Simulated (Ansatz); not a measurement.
# Charge trapping in a frame of liquid (K,Cs,Na)F from 1100 K (106 atoms), part 3 of 4

Does an extra electron or hole in a frame of liquid (K,Cs,Na)F from 1100 K (106 atoms) stay spread out, or do the atoms trap it?

Ansatz 0.2.0; Kohn-Sham DFT, PBE, PAW (set soft_2), plane waves.

The cell: 22 K, 6 Cs, 25 Na and 53 F. The network of bonds at the start is that of the classical potential that made the cell. The ion parameters were fitted for water, not for melts. The Brillouin zone is sampled at Γ only, in a cell whose shortest periodic width is 13 Å. No spin–orbit coupling is included.

So far. Step 6 (An extra electron, atoms relaxed): The relaxation converged after 3 steps, 0.0281 eV below its start, with a largest force component of 0.039 eV/Å. Step 6 (An extra electron, atoms relaxed): An extra electron, atoms relaxed: the energy stands 4.42 eV above that of the reference. An odd electron should give 1 μB; this run ended with the carrier shared between both spins.

## Step 7: An extra electron, levels at the relaxed geometry

A single point at the new geometry gives levels and spin density.

The input, input.yaml:

```yaml
crystal:
  lattice:
    - [13.42746, 0.0, 0.0]
    - [0.0, 13.42746, 0.0]
    - [0.0, 0.0, 13.42746]
  atoms:
    - { symbol: K, position: [0.67718, 0.53055, 0.60929] }
    - { symbol: K, position: [0.67846, 0.40416, 0.00481] }
    - { symbol: K, position: [0.46702, 0.12817, 0.69105] }
    - { symbol: K, position: [0.23832, 0.62402, 0.89161] }
    - { symbol: K, position: [0.14061, 0.15074, 0.5184] }
    - { symbol: K, position: [0.19931, 0.36112, 0.21359] }
    [... 94 atom lines left out ...]
    - { symbol: F, position: [0.50683, 0.50463, 0.94801] }
    - { symbol: F, position: [0.88438, 0.52142, 0.62343] }
    - { symbol: F, position: [0.93665, 0.6181, 0.35038] }
    - { symbol: F, position: [0.06076, 0.22771, 0.15868] }
    - { symbol: F, position: [0.51168, 0.52698, 0.24862] }
    - { symbol: F, position: [0.19213, 0.98491, 0.84664] }
total_charge: -1
kpoints:
  mp_grid: { grid: [1, 1, 1] }
hamiltonian:
  xc: pbe
scf:
  occupations: { method: fermi_dirac, width: 0.01 }
  lower_state_search: "off"
output:
  forces: true
  stress: true
  populations: true
  dos:
    method: { smearing: { sigma: 0.1 } }
    de: 0.1
    projected: { site_lists: { Cs: [Cs], F: [F], K: [K], Na: [Na] } }
  eigenvalues: true
  write_density: true
  write_potential: true
  volumetric_format: npy
magnetization:
  spin_polarized: true
  initial_magnetization: 1
```

Started as:

```bash
$ ansatz run input.yaml --threads 4 --pin off --max-ram 15872MiB --backend cpu --events-out ev --progress --plain --runs-dir out
```

Numbers of over 12 decimals in the logs are rounded to 6 here.

The log of the run:

```text
[...]
Crystal: 106 atoms, lattice volume = 2420.926 Å³
Basis set: ecut = 420 eV, 47257 PW (Γ), exchange–correlation on 180×180×180 points (8 copies of the dense FFT grid, shifted against one another)
Bands: 531, of which v1, the nominal top of the filled ones, is band 425 counted from 1 (424 counted from 0)
Symmetry: 1 space group operations
[...]
k-points: 1
[...]
Starting moments: Σ|m| = 1 μB on 106 of 106 sites
[...]
SCF iter   1: F=—  HF=-148138.946084 eV  |F-HF|=—  |Δ(HF+E_count)|=         —  Δρ=8.56e-2 (↑8.56e-2 ↓8.54e-2)  dr2=6.00e2  dr2_m=8.52e-3  M=1.000 μB ∫|m|=1.004 μB  β_m=1.00  ethr=3.10e-3  ⟨swp⟩=6.0  Hψ=4064  notcnv=0  defer=158
[...]
SCF iter  24: F=-147982.616625 eV  HF=-147982.616625 eV  |F-HF|=1.77e-8  |Δ(HF+E_count)|=   1.32e-6  Δρ=4.71e-7 (↑4.70e-7 ↓4.71e-7)  dr2=4.09e-8  dr2_m=2.94e-11  M=0.003 μB ∫|m|=0.003 μB  ethr=2.39e-12  ⟨swp⟩=8.0  Hψ=7165  notcnv=0
[...]
SCF 1 converged in 24 iterations: F = -147982.616625 eV  dr2 = 4.09e-8
[...]
SCF converged after 24 iterations
Magnetization: 0.0029 μB (424.5015 up, 424.4985 down)
Absolute magnetization: 0.0030 μB (∫|ρ↑−ρ↓|, with the PAW one-centre terms)
[...]
Per-site moments (μB) at R_I (Å): [(3.1868627577611593e-6, 1.073109), (1.8496495357815235e-6, 1.084192), (6.722381050389612e-6, 1.056796), (2.0897811589239308e-6, 1.021421), (3.8123107732353175e-6, 1.072289), [...]
Free energy (F): -147982.616625 eV
[...]
Internal energy: -147982.602762 eV  (E = F + TS)
E sigma→0 (E₀):  -147982.609694 eV
Entropy (-TS):   -0.013863 eV (-0.131 meV/atom)
Fermi energy:    4.397396 eV
[...]
--- Forces (eV/Å), atoms counted from 1 ---
  atom   1  K     -0.00642654    -0.00076700     0.00135329
  atom   2  K      0.00428005     0.00248265     0.00555720
  atom   3  K     -0.00361880    -0.00178691     0.00829223
  atom   4  K      0.00716669     0.00415923    -0.00119316
  atom   5  K     -0.00347121    -0.00030242    -0.01258097
  atom   6  K      0.00021688     0.00408515     0.00228522
  atom   7  K     -0.00646424    -0.00789636     0.00980591
  atom   8  K      0.00442667     0.00539439    -0.00682101
  atom   9  K     -0.00177803    -0.00601400    -0.00261194
  atom  10  K      0.00046898     0.00368704     0.01225779
  atom  11  K      0.00823388     0.00248154     0.00548973
  atom  12  K     -0.00382099    -0.00280800    -0.00029503
  atom  13  K     -0.01449158    -0.02081704     0.00639610
  atom  14  K      0.00258201    -0.00611249     0.00602978
[...]
atom 105  F     -0.00393392    -0.00783942     0.00127006
  atom 106  F     -0.00995645     0.00188689    -0.00463717
  max |Σ_I F_I| component: 1.59e-4 eV/Å
--- Stress (GPa, compression-positive) ---
       -0.896261       0.282135      -0.019329
        0.282135      -1.266665      -0.155058
       -0.019329      -0.155059      -0.905972
  P = ⅓ Tr σ = -1.0230 GPa (-10.230 kbar)
--- Band table (eV) ---
[...]
--- Löwdin populations: 106 sites ---
  site symbol       q [e]    m [muB]
     0      K      8.1490     0.0000
     1      K      8.1549     0.0000
     2      K      8.1706     0.0002
[...]
105      F      7.7829     0.0000
  spilling = 0.004392 (of n_electrons = 849.000000)
```

Elapsed: 2.9 min, on 4 threads of Intel Xeon Platinum 8259CL at 2.50GHz (Skylake/Cascade Lake), shared host; peak memory 6 GiB; 11 min of CPU time.

An extra electron, levels at the relaxed geometry: the energy stands 4.42 eV above that of the reference. An odd electron should give 1 μB; this run ended with the carrier shared between both spins.

The levels nearest the highest filled one (over half full), pooled over k-points and spins:

| level less the highest filled one (eV) | occupation |
| --- | --- |
| -4.60 | 1 |
| -4.57 | 1 |
| -4.57 | 1 |
| 0 | 0.501 |
| 1.0e-4 | 0.499 |
| 0.802 | 0 |
| 0.803 | 0 |
| 0.965 | 0 |

## Step 8: Neutral at the geometry of the electron

The neutral cell at the new geometry gives the energy of that geometry without the charge.

The input, input.yaml:

```yaml
crystal:
  lattice:
    - [13.42746, 0.0, 0.0]
    - [0.0, 13.42746, 0.0]
    - [0.0, 0.0, 13.42746]
  atoms:
    [... the 106 atom lines of step 7 ...]
kpoints:
  mp_grid: { grid: [1, 1, 1] }
hamiltonian:
  xc: pbe
scf:
  occupations: { method: gaussian, width: 0.025 }
output:
  forces: true
  stress: true
  populations: true
  dos:
    method: { smearing: { sigma: 0.1 } }
    de: 0.1
    projected: { site_lists: { Cs: [Cs], F: [F], K: [K], Na: [Na] } }
  eigenvalues: true
```

The log of the run:

```text
[...]
Crystal: 106 atoms, lattice volume = 2420.926 Å³
Basis set: ecut = 420 eV, 47257 PW (Γ), exchange–correlation on 180×180×180 points (8 copies of the dense FFT grid, shifted against one another)
Bands: 530, of which v1, the nominal top of the filled ones, is band 424 counted from 1 (423 counted from 0)
Symmetry: 1 space group operations
[...]
k-points: 1
[...]
SCF iter   1: F=—  HF=-147987.011219 eV  |F-HF|=—  |Δ(HF+E_count)|=         —  Δρ=9.30e-4  dr2=3.16e-2  ethr=1.77e-3  ⟨swp⟩=6.0  Hψ=2260  notcnv=0  defer=68
[...]
SCF iter   9: F=-147987.015461 eV  HF=-147987.015461 eV  |F-HF|=1.11e-8  |Δ(HF+E_count)|=   3.58e-8  Δρ=8.71e-7  dr2=1.42e-8  ethr=1.18e-11  ⟨swp⟩=4.0  Hψ=1544  notcnv=0
SCF 1 converged in 9 iterations: F = -147987.015461 eV  dr2 = 1.42e-8
[...]
SCF converged after 9 iterations
Free energy (F): -147987.015461 eV
[...]
Internal energy: -147987.015461 eV  (E = F + TS)
E sigma→0 (E₀):  -147987.015461 eV
Fermi energy:    2.169565 eV
[...]
--- Forces (eV/Å), atoms counted from 1 ---
  atom   1  K     -0.01628172    -0.02796644     0.00522043
  atom   2  K      0.00156234    -0.00391515     0.02154701
  atom   3  K     -0.04613444     0.04530669     0.03288978
  atom   4  K      0.01158287    -0.00441151     0.00666855
  atom   5  K      0.00292455     0.00006243    -0.04745267
  atom   6  K     -0.01146400     0.00049509    -0.00938527
  atom   7  K     -0.00741787    -0.02862257     0.04467861
  atom   8  K      0.04492186    -0.00875054    -0.04099598
  atom   9  K     -0.00283287     0.02490254    -0.02807101
  atom  10  K      0.02497739     0.04642006     0.07302124
  atom  11  K      0.01468599     0.00964266     0.02700240
  atom  12  K      0.02089665     0.01240794    -0.01812188
  atom  13  K     -0.08358969    -0.10677484     0.01424621
  atom  14  K     -0.02120713    -0.03167290     0.01141386
[...]
atom 105  F     -0.00117581     0.01745775     0.01040940
  atom 106  F     -0.02213249     0.01175666    -0.04336363
  max |Σ_I F_I| component: 1.45e-4 eV/Å
--- Stress (GPa, compression-positive) ---
       -0.765047       0.284590      -0.014325
        0.284590      -1.139316      -0.159295
       -0.014325      -0.159295      -0.771738
  P = ⅓ Tr σ = -0.8920 GPa (-8.920 kbar)
--- Band table (eV) ---
[...]
--- Löwdin populations: 106 sites ---
  site symbol       q [e]
     0      K      8.1384
     1      K      8.1482
     2      K      8.1170
[...]
105      F      7.7817
  spilling = 0.004344 (of n_electrons = 848.000000)
```

Run time: 36 s. Hardware: 4 threads; peak memory 3.5 GiB; 2.3 min of CPU time.

Neutral at the geometry of the electron: the energy stands 0.0215 eV above that of the reference.

## Step 9: An extra hole, atoms held

The electron count changes by one with the atoms held: a vertical process, on a uniform background, with spin and a narrow Fermi–Dirac smearing. Its energy against the neutral cell hangs on the program's zero of potential.

input.yaml: that of step 8 with these lines changed.

```diff
@@ -6,3 +6,4 @@
   atoms:
-    [... the 106 atom lines of step 7 ...]
+    [... the 106 atom lines of step 4 ...]
+total_charge: 1
 kpoints:
@@ -12,3 +13,4 @@
 scf:
-  occupations: { method: gaussian, width: 0.025 }
+  occupations: { method: fermi_dirac, width: 0.01 }
+  lower_state_search: "off"
 output:
@@ -22 +24,7 @@
   eigenvalues: true
+  write_density: true
+  write_potential: true
+  volumetric_format: npy
+magnetization:
+  spin_polarized: true
+  initial_magnetization: 1
```

The log of the run:

```text
[...]
Crystal: 106 atoms, lattice volume = 2420.926 Å³
Basis set: ecut = 420 eV, 47257 PW (Γ), exchange–correlation on 180×180×180 points (8 copies of the dense FFT grid, shifted against one another)
Bands: 530, of which v1, the nominal top of the filled ones, is band 424 counted from 1 (423 counted from 0)
Symmetry: 1 space group operations
[...]
k-points: 1
[...]
Starting moments: Σ|m| = 1 μB on 106 of 106 sites
[...]
SCF iter   1: F=—  HF=-148139.907501 eV  |F-HF|=—  |Δ(HF+E_count)|=         —  Δρ=8.40e-2 (↑8.18e-2 ↓8.40e-2)  dr2=5.67e2  dr2_m=1.00e0  M=1.000 μB ∫|m|=1.132 μB  β_m=1.00  ethr=3.10e-3  ⟨swp⟩=6.0  Hψ=4056  notcnv=0  defer=160
[...]
SCF iter   2: F=—  HF=-148016.612571 eV  |F-HF|=—  |Δ(HF+E_count)|=         —  Δρ=2.81e-2 (↑2.60e-2 ↓2.81e-2)  dr2=8.39e1  dr2_m=9.07e-1  M=0.135 μB ∫|m|=0.300 μB  β_m=0.30  ethr=3.10e-3  ⟨swp⟩=3.0  Hψ=2413  notcnv=0  defer=198
[...]
spin=Collinear: Kerker preconditioning applied to the charge; magnetization (m = ρ↑ − ρ↓) channel mixes plain (no charge-response kernel on spin).
SCF iter   3: F=—  HF=-148003.042685 eV  |F-HF|=—  |Δ(HF+E_count)|=    1.36e1  Δρ=1.93e-2 (↑1.82e-2 ↓1.93e-2)  dr2=4.60e1  dr2_m=3.90e-1  M=0.238 μB ∫|m|=0.348 μB  β_m=0.30  ethr=3.10e-3  ⟨swp⟩=2.0  Hψ=1468  notcnv=0  defer=198
SCF iter   4: F=—  HF=-147994.925192 eV  |F-HF|=—  |Δ(HF+E_count)|=    8.12e0  Δρ=1.74e-2 (↑1.21e-2 ↓1.74e-2)  dr2=3.04e1  dr2_m=5.51e-1  M=1.000 μB ∫|m|=1.084 μB  β_m=0.30  ethr=3.10e-3  ⟨swp⟩=2.0  Hψ=1828  notcnv=0  defer=198
[...]
SCF iter  10: F=—  HF=-147986.674706 eV  |F-HF|=—  |Δ(HF+E_count)|=   7.63e-2  Δρ=6.80e-3 (↑4.61e-3 ↓6.80e-3)  dr2=3.61e0  dr2_m=1.28e-1  M=0.118 μB ∫|m|=0.226 μB  β_m=0.30  ethr=8.06e-4  ⟨swp⟩=2.0  Hψ=1656  notcnv=0  defer=198
[...]
SCF iter  12: F=—  HF=-147986.681581 eV  |F-HF|=—  |Δ(HF+E_count)|=   3.84e-2  Δρ=6.35e-3 (↑4.44e-3 ↓6.35e-3)  dr2=3.86e0  dr2_m=5.61e-2  M=0.222 μB ∫|m|=0.301 μB  β_m=0.33  ethr=4.23e-4  ⟨swp⟩=2.0  Hψ=1372  notcnv=0  defer=198
[...]
SCF iter  30: F=—  HF=-147986.770118 eV  |F-HF|=—  |Δ(HF+E_count)|=   3.04e-3  Δρ=3.84e-3 (↑8.03e-4 ↓3.84e-3)  dr2=5.29e-1  dr2_m=7.66e-2  M=0.964 μB ∫|m|=1.043 μB  β_m=0.21  ethr=7.48e-5  ⟨swp⟩=2.0  Hψ=964  notcnv=0  defer=198
[...]
SCF iter  32: F=—  HF=-147986.760038 eV  |F-HF|=—  |Δ(HF+E_count)|=   9.71e-3  Δρ=3.61e-3 (↑6.85e-4 ↓3.61e-3)  dr2=3.92e-1  dr2_m=6.54e-2  M=0.980 μB ∫|m|=1.082 μB  β_m=0.15  ethr=6.25e-5  ⟨swp⟩=3.0  Hψ=880  notcnv=0  defer=198
[...]
SCF iter  68: F=-147986.740660 eV  HF=-147986.740660 eV  |F-HF|=7.68e-9  |Δ(HF+E_count)|=  6.40e-10  Δρ=4.71e-7 (↑1.30e-7 ↓4.71e-7)  dr2=8.48e-9  dr2_m=1.18e-9  M=0.991 μB ∫|m|=1.049 μB  β_m=0.12  ethr=1.66e-12  ⟨swp⟩=4.0  Hψ=4108  notcnv=0
SCF iter  69: F=-147986.740660 eV  HF=-147986.740660 eV  |F-HF|=3.58e-9  |Δ(HF+E_count)|=  5.53e-10  Δρ=2.87e-7 (↑1.09e-7 ↓2.87e-7)  dr2=3.69e-9  dr2_m=4.22e-10  M=0.991 μB ∫|m|=1.049 μB  ethr=1.00e-12  ⟨swp⟩=4.0  Hψ=4043  notcnv=0
SCF 1 converged in 69 iterations: F = -147986.740660 eV  dr2 = 3.69e-9
[...]
SCF converged after 69 iterations
Magnetization: 0.9909 μB (423.9955 up, 423.0045 down)
Absolute magnetization: 1.0497 μB (∫|ρ↑−ρ↓|, with the PAW one-centre terms)
[...]
Per-site moments (μB) at R_I (Å): [(-1.984173663690074e-6, 1.070043), (-0.000137628, 1.087174), (-3.695007286793799e-5, 1.056548), (8.222403724369781e-5, 1.022218), (0.000232901, 1.072208), [...]
Free energy (F): -147986.740660 eV
[...]
Internal energy: -147986.711851 eV  (E = F + TS)
E sigma→0 (E₀):  -147986.726256 eV
Entropy (-TS):   -0.028809 eV (-0.272 meV/atom)
Fermi energy:    -0.370068 eV
[...]
Σ components = -147986.740660   (vs F -147986.740660, Δ=0.00e0)
--- Forces (eV/Å), atoms counted from 1 ---
  atom   1  K     -0.01342749     0.01503951    -0.01284113
  atom   2  K     -0.01539531    -0.05331569    -0.00908796
  atom   3  K      0.01446978     0.02924605     0.02167043
  atom   4  K     -0.01769172    -0.00535403    -0.02069665
[...]
atom 106  F      0.00164156    -0.00765231     0.02008307
  max |Σ_I F_I| component: 2.21e-4 eV/Å
--- Stress (GPa, compression-positive) ---
       -0.458048       0.281829      -0.022290
        0.281829      -0.842732      -0.143320
       -0.022290      -0.143320      -0.474137
  P = ⅓ Tr σ = -0.5916 GPa (-5.916 kbar)
--- Band table (eV) ---
[...]
--- Löwdin populations: 106 sites ---
  site symbol       q [e]    m [muB]
     0      K      8.1363    -0.0002
     1      K      8.1457    -0.0004
     2      K      8.1150    -0.0002
[...]
105      F      7.7660     0.0211
  spilling = 0.004197 (of n_electrons = 847.000000)
```

It took 4.1 min on 4 threads; peak memory 6 GiB; 16 min of CPU time.

An extra hole, atoms held: the energy stands 0.296 eV above that of the reference, with a moment of 0.99 μB.

The levels nearest the highest filled one (over half full), pooled over k-points and spins:

| level less the highest filled one (eV) | occupation |
| --- | --- |
| -0.009 | 0.861 |
| -0.0084 | 0.854 |
| -0.0038 | 0.787 |
| 0 | 0.716 |
| 4.89 | 0 |
| 4.89 | 0 |
| 5.78 | 0 |
| 5.79 | 0 |

Spin density in the ac plane at fractional y = 0.351, with atoms of K and Cs and Na and F within 0.2 Å of it.

Values in units of 1e-2 e/Å³, 13 rows by 16 columns, each cell a mean:
```
0.0 0.0 0.0 0.0 0.1 0.0 0.0 0.0 0.0 0.0 0.0 0.0 0.0 0.0 0.0 0.0
0.0 0.0 0.0 0.0 0.0 0.0 0.0 0.0 0.0 0.0 0.0 0.0 0.0 0.0 0.0 0.0
0.0 0.0 0.0 0.0 0.0 0.0 0.0 0.0 0.0 0.0 0.0 0.0 0.0 0.0 0.0 0.0
0.0 0.0 0.0 0.0 0.0 0.0 0.0 0.0 0.0 0.0 0.0 0.0 0.0 0.0 0.0 0.0
0.0 0.0 0.0 0.2 0.1 0.0 0.0 0.0 0.0 0.0 0.0 0.0 0.0 0.0 0.0 0.0
0.0 0.0 0.0 0.1 0.1 0.0 0.0 0.0 0.0 0.0 0.0 0.0 0.0 0.0 0.0 0.0
0.0 0.0 0.0 0.0 0.0 0.0 0.0 0.0 0.0 0.0 0.0 0.0 0.0 0.0 0.0 0.0
0.0 0.0 0.0 0.0 0.0 0.0 0.0 0.0 0.0 0.0 0.0 0.1 0.1 0.0 0.0 0.0
0.0 0.0 0.0 0.0 0.1 1.9 0.5 0.0 0.0 0.0 0.0 0.0 0.0 0.0 0.0 0.0
0.0 0.0 0.0 0.0 0.0 0.1 0.0 0.0 0.0 0.0 0.0 0.0 0.0 0.0 0.0 0.0
0.0 0.0 0.0 0.0 0.0 0.0 0.0 0.0 0.0 0.0 0.0 0.0 2.4 0.6 0.0 0.0
0.0 0.0 0.0 0.0 0.1 0.0 0.0 0.0 0.0 0.0 0.0 0.0 0.2 0.0 0.0 0.0
0.0 0.0 0.0 0.1 1.6 0.2 0.0 0.0 0.0 0.0 0.0 0.0 0.0 0.0 0.0 0.0
```
Columns run along a (13.4 Å), rows up along c (13.4 Å). Atoms in or near the plane, at fractional coordinates: K at (0.20, 0.21), K at (0.93, 0.04), Cs at (0.96, 0.32), Na at (0.48, 0.24), Na at (0.17, 0.76), Na at (0.40, 0.96), F at (0.79, 0.18), F at (0.35, 0.34).

(Part 3 of 4 ends here.)

[Logs are printed without paths, hosts, clocks, repeated set-up lines and the standing remarks that a program may print on its own settings, such as how far it seeks lower states.]

[Hosts, paths, dates, database ids (printed as entryN), source tags and the programs' standing remarks are cut or masked in the printed files.]
